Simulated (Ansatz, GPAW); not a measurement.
# Geometry or basis: what sets the conductance of octane-1,8-dithiol between two Pt chains, part 4 of 4

Wanted: T(E) of octane-1,8-dithiol between two Pt chains at a relaxed geometry in two programs, beside the unrelaxed structure.

GPAW 26.7.0 and Ansatz 0.2.0; Ansatz plane waves; relaxation of the junction with the lead ends held; PAW set soft_1 (the session's first sound run).

So far, transmission at the Fermi level (one spin): step 3 (plane-wave reference (PBE)) 1.7e-4; step 5 (single-zeta polarised basis, PBE, GPAW) 5.7e-5; step 6 (minimal basis, PBE, GPAW) 3.8e-5; step 7 (LDA in the dzp basis: xc = "LDA") 1.6e-4; step 8 (without the relaxation: geometry = "as built", PBE, GPAW) 0.00382.

**10. The levels side by side**

The curves are compared point by point over the common energies.

This step: comparison of transmission and cost over codes, levels and geometry; PAW set soft_1 (GPAW 26.7.0).

Ladder, by row:

| step | code | T at the Fermi level (sum over the listed spins) | conductance (G0) | r.m.s. T(E) from the first | wall time (s) | peak memory (GiB) | threads |
| --- | --- | --- | --- | --- | --- | --- | --- |
| pw-pbe | Ansatz | 1.70e-4 | 1.91e-4 | 0 | 10655 | 6.793 | 4 |
| dzp | GPAW | 1.51e-4 | 1.77e-4 | 0.0632 | 452.2 | 2.43 | 1 |
| szp | GPAW | 5.74e-5 | 6.68e-5 | 0.07799 | 267.8 | 2.34 | 1 |
| sz | GPAW | 3.76e-5 | 4.47e-5 | 0.07767 | 226.6 | 2.25 | 1 |
| dzp-LDA | GPAW | 1.60e-4 | 1.92e-4 | 0.06779 | 384.4 | 2.43 | 1 |
| asbuilt | GPAW | 0.00382 | 0.004788 | 0.08261 | 474 | 2.43 | 1 |

Transmission, zone mean, sum over the listed spins against energy, zero at the Fermi level:

```
energy (eV)   pw-pbe      dzp      szp       sz  dzp-LDA  asbuilt
     -2.000  0.00114   9.8e-4   1.8e-4   1.0e-4  0.00112   0.0681
     -1.800  0.00153  0.00171   3.6e-4   5.5e-4  0.00207    0.121
     -1.650    0.993    0.201  0.00733   0.0110    0.150    0.163
     -1.600  0.00568  0.00389   0.0269  0.00442   4.1e-4    0.172
     -1.400  0.00240  0.00106   2.0e-4   8.4e-5  0.00102   0.0822
     -1.200   0.0264  0.00227   7.3e-4   8.1e-5  0.00123  0.00724
     -1.100  0.00709   0.0183  0.00832   5.9e-4   0.0115  0.00243
     -1.025  0.00243   0.0153  0.00186  0.00402   0.0229  0.00168
     -1.000  0.00214  0.00846   9.9e-4  0.00326   0.0136  0.00176
     -0.800  0.00211  0.00141   2.9e-4   2.2e-4  0.00147  0.00203
     -0.600  0.00198  0.00151   3.8e-4   2.2e-4  0.00146  0.00331
     -0.400  0.00151  0.00144   4.6e-4   2.2e-4  0.00132  0.00377
     -0.200   8.9e-4   6.7e-4   1.6e-4   1.0e-4   6.4e-4   0.0573
      0.000   1.7e-4   1.5e-4   5.7e-5   3.8e-5   1.6e-4  0.00382
      0.200   4.7e-4   5.3e-4   2.8e-4   2.0e-4   6.0e-4   4.1e-4
      0.400  0.00100   7.4e-4   3.2e-4   1.9e-4   7.6e-4   3.9e-5
      0.600   3.9e-4   3.0e-4   1.4e-4   8.2e-5   3.2e-4   5.3e-6
      0.800   2.9e-4   5.2e-4   3.1e-4   2.0e-4   6.1e-4   2.0e-7
      1.000   7.7e-4   6.9e-4   4.0e-4   2.4e-4   6.5e-4   2.7e-7
      1.200   4.9e-4   3.8e-4   2.7e-4   1.6e-4   3.1e-4   2.0e-7
      1.400   2.3e-4   1.8e-4   1.5e-4   8.9e-5   1.5e-4   5.5e-8
      1.600   1.2e-4   9.6e-5   8.8e-5   5.4e-5   8.0e-5   1.4e-9
      1.800   7.2e-5   6.1e-5   6.1e-5   3.8e-5   5.2e-5   1.0e-7
      2.000   5.1e-5   4.5e-5   4.8e-5   3.1e-5   4.0e-5   3.7e-7
```

**11. Other settings**

One more run, with changed settings.

This step: GPAW LCAO, PAW setups; Landauer transmission from Green's functions with principal layers (ASE), zero bias (GPAW 26.7.0).

Input file run.py:

```python
import json
import numpy as np
from ase import Atoms
from ase.transport.calculators import TransportCalculator
from gpaw import GPAW, FermiDirac
from gpaw.lcao.tools import get_lcao_hamiltonian
from scipy.linalg import eigh

# The junction with lead layers at both ends, along the third cell vector
device = Atoms(
    ['Pt', 'Pt', 'Pt', 'Pt', 'Pt', 'Pt', 'Pt', 'Pt', 'S', 'H', 'C', 'H', 'H', 'C', 'H', 'H', 'C', 'H', 'H', 'C', 'H', 'H', 'C', 'H', 'H', 'C', 'H', 'H', 'C', 'H', 'H', 'C', 'H', 'S', 'Pt', 'Pt', 'Pt', 'Pt', 'Pt', 'Pt', 'Pt', 'Pt'],
    positions=[
        [6.29004, 4.79939, 1.20000],
        [6.29004, 4.79939, 3.60000],
        [6.29004, 4.79939, 6.00000],
        [6.29004, 4.79939, 8.40000],
        [6.29004, 4.79939, 10.80000],
        [6.29004, 4.79939, 13.20000],
        [5.27193, 6.00355, 14.97589],
        [6.39038, 6.31397, 17.06816],
        [5.77788, 6.80720, 19.06078],
        [6.80307, 4.77294, 19.93942],
        [5.92377, 5.36880, 20.20990],
        [5.02642, 4.74856, 20.07290],
        [6.89542, 6.56728, 21.72470],
        [6.01797, 5.90608, 21.64410],
        [5.13713, 6.53351, 21.85492],
        [6.99466, 4.15988, 22.47922],
        [6.12070, 4.79515, 22.70024],
        [5.23763, 4.13827, 22.62851],
        [7.11772, 6.00408, 24.19343],
        [6.23716, 5.34217, 24.13049],
        [5.36256, 5.97889, 24.34719],
        [7.22184, 3.61543, 24.98705],
        [6.34698, 4.25192, 25.20344],
        [5.46662, 3.58976, 25.14037],
        [7.34526, 5.45733, 26.70500],
        [6.46288, 4.79945, 26.63354],
        [5.58826, 5.43393, 26.85425],
        [7.44863, 3.06295, 27.48039],
        [6.56683, 3.68939, 27.69052],
        [5.69029, 3.02688, 27.61005],
        [7.55633, 4.84957, 29.26102],
        [6.65982, 4.22800, 29.12422],
        [5.77972, 4.82324, 29.39387],
        [6.80719, 2.79127, 30.27520],
        [6.19256, 3.28204, 32.26796],
        [7.31261, 3.59682, 34.35913],
        [6.29004, 4.79939, 36.13377],
        [6.29004, 4.79939, 38.53377],
        [6.29004, 4.79939, 40.93377],
        [6.29004, 4.79939, 43.33377],
        [6.29004, 4.79939, 45.73377],
        [6.29004, 4.79939, 48.13377]],
    cell=[[12.58008, 0.0, 0.0], [0.0, 9.59878, 0.0], [0.0, 0.0, 49.33377]],
    pbc=True)

# One principal layer of the lead: the first 5 atoms of the device
lead = Atoms(
    ['Pt', 'Pt', 'Pt', 'Pt', 'Pt'],
    positions=[
        [6.29004, 4.79939, 1.20000],
        [6.29004, 4.79939, 3.60000],
        [6.29004, 4.79939, 6.00000],
        [6.29004, 4.79939, 8.40000],
        [6.29004, 4.79939, 10.80000]],
    cell=[[12.58008, 0.0, 0.0], [0.0, 9.59878, 0.0], [0.0, 0.0, 12.0]],
    pbc=True)

settings = dict(mode='lcao', basis='dzp', xc='PBE', h=0.2,
                occupations=FermiDirac(0.1), maxiter=60,
                mixer=dict(beta=0.1, nmaxold=8, weight=100.0),
                convergence=dict(density=0.0001))
energies = np.arange(-2, 2 + 1e-9, 0.025)
eta = 0.0001
n1, n2 = 1, 1
# k and -k transmit alike, so half of the mesh across the current serves
mesh = [(i, j) for i in range(n1) for j in range(n2) if (i, j) <= (-i % n1, -j % n2)]
weights = np.array([1 if (i, j) == (-i % n1, -j % n2) else 2 for i, j in mesh]) / (n1 * n2)

# [... helper functions left out ...]
fermi_lead = ground_state(lead, (1, 1, 1), 'lead.txt')
fermi_device = ground_state(device, (1, 1, 2), 'device.txt')
# [... loop over the mesh left out, but for ...]
        # Shift the lead onto the potential of the device's first layer
        shift = ((H[:, 0, 0] - H0[:, 0, 0]) / S0[0, 0]).real.mean()
# [...]
kT = 8.617333e-5 * 300
bias = [0.1, 0.2, 0.5, 1.0, 1.5, 2.0]
# [... integrals and printing left out ...]
```

Run with:

```console
> OMP_NUM_THREADS=1 OPENBLAS_NUM_THREADS=1 python run.py
```

Log:

```text
basis functions: device 642, principal layer 135
Fermi level: lead -5.1816 eV, device -4.5019 eV; lead shifted by -0.1036 eV
largest coupling past the next layer 8.12e-06 eV, largest misfit of the first layer 0.706 eV
  E-E_F (eV)   T (one spin)  [channel counts left out]
    -2.000    8.8935e-04
    -1.975    9.0176e-04
    -1.950    9.2322e-04
    -1.925    9.5489e-04
    -1.900    1.0006e-03
    -1.875    1.0696e-03
    -1.850    1.1807e-03
    -1.825    1.3714e-03
    -1.800    1.7188e-03
    -1.775    2.3944e-03
    -1.750    3.8345e-03
    -1.725    7.3908e-03
    -1.700    1.8663e-02
    -1.675    7.0374e-02
    -1.650    2.0528e-01
    -1.625    1.0820e-01
[...]
1.825    5.8043e-05
     1.850    5.5509e-05
     1.875    5.3214e-05
     1.900    5.1138e-05
     1.925    4.9261e-05
     1.950    4.7565e-05
     1.975    4.6038e-05
     2.000    4.4664e-05
conductance at 300 K: 0.00019017 G0 a cell; thermopower -7.727 uV/K
current from the zero-bias T(E) at 0.1 V: 0.0015614 uA
current from the zero-bias T(E) at 0.2 V: 0.0036588 uA
current from the zero-bias T(E) at 0.5 V: 0.014791 uA
current from the zero-bias T(E) at 1.0 V: 0.052511 uA
current from the zero-bias T(E) at 1.5 V: 0.0871 uA
current from the zero-bias T(E) at 2.0 V: 0.16088 uA
```

The job ended after 6.9 min (1 thread of AMD EPYC 7R43, shared host; peak memory 2.4 GiB).

The run finished. A setting was moved off its sound value on purpose, so it serves as a test and not as the result.

The fault put into the input: one k-point along the lead (lead_nz = 1).

Side by side:

| quantity | this run | sound run | difference |
| --- | --- | --- | --- |
| conductance (G₀) | 1.902e-4 | 1.772e-4 | 1.3e-5 |
| thermopower (μV/K) | -7.7271 | 9.7047 | -17.4 |
| largest coupling past the next principal layer (eV) | 8.118e-6 | 8.089e-6 | 2.8e-8 |
| largest misfit of the first principal layer (eV) | 0.70620 | 0.10691 | 0.599 |
| shift that aligns the lead (eV) | -0.10362 | -0.0063610 | -0.0973 |
| transmission at the Fermi level (one spin) | 1.607e-4 | 1.505e-4 | 1.0e-5 |

The thermopower changes sign: -7.73 μV/K against 9.70 μV/K.

**12. What came out**

| Quantity | Value |
| --- | --- |
| conductance | 1.8e-4 G₀ |
| transmission at the Fermi level, mean of the spins | 1.5e-4 |
| thermopower | 9.70 μV/K |

In the dzp basis the junction conducts 1.8e-4 G₀ at 300 K, with T = 1.5e-4 a spin at the Fermi level; no smaller basis tried comes within 10 % of that conductance. Relaxation moved atoms by up to 2.8 Å and took the conductance from 0.00479 to 1.8e-4 G₀, as a ratio a larger change than the step from dzp to the minimal basis. The conductance differs from T at the Fermi level because it averages T(E) over the thermal window, about 0.09 eV wide, in which T changes. Plane waves (PBE) give T = 1.7e-4 there. The junction is in the tunnelling regime at the Fermi level. The positive thermopower says that the thermally weighted transmission is larger below the Fermi level, as for hole-like transport. Measured against the first run (pw-pbe), the nearest curve is that of dzp (r.m.s. 0.063) and the farthest that of asbuilt (0.083). Over the compared runs wall time goes from 227 s (sz) to 10655 s (pw-pbe), on a shared host; the plane-wave run used 4 threads and the orbital runs 1. Moves of this size go well beyond a change of bond lengths: the free chain atoms or the scatterer took up a new arrangement, and the name in the title describes the start. The leads kept an estimated spacing and the cell its length, so the junction may be under some tension or compression. The run had no spin polarisation, so a magnetic state, which chains and small molecules with open shells often have, wasn't tested. Spin-orbit coupling is left out, which matters for the heavy atoms here. Semilocal functionals put molecular levels too near the Fermi level, so such conductances usually come out too high, and chain electrodes have a sharper density of states than real ones. An evenly spaced straight chain is an idealisation: free chains tend to dimerise, zigzag or, where a band edge lies near the Fermi level, turn magnetic. The currents use the zero-bias T(E) throughout, which holds only while the bias is small against the distance to the nearest feature.

[Logs are printed without paths, hosts, clocks, repeated set-up lines and the standing remarks that a program may print on its own settings, such as how far it seeks lower states.]

[Hosts, paths, dates, database ids (printed as entryN), source tags and the programs' standing remarks are cut or masked in the printed files.]
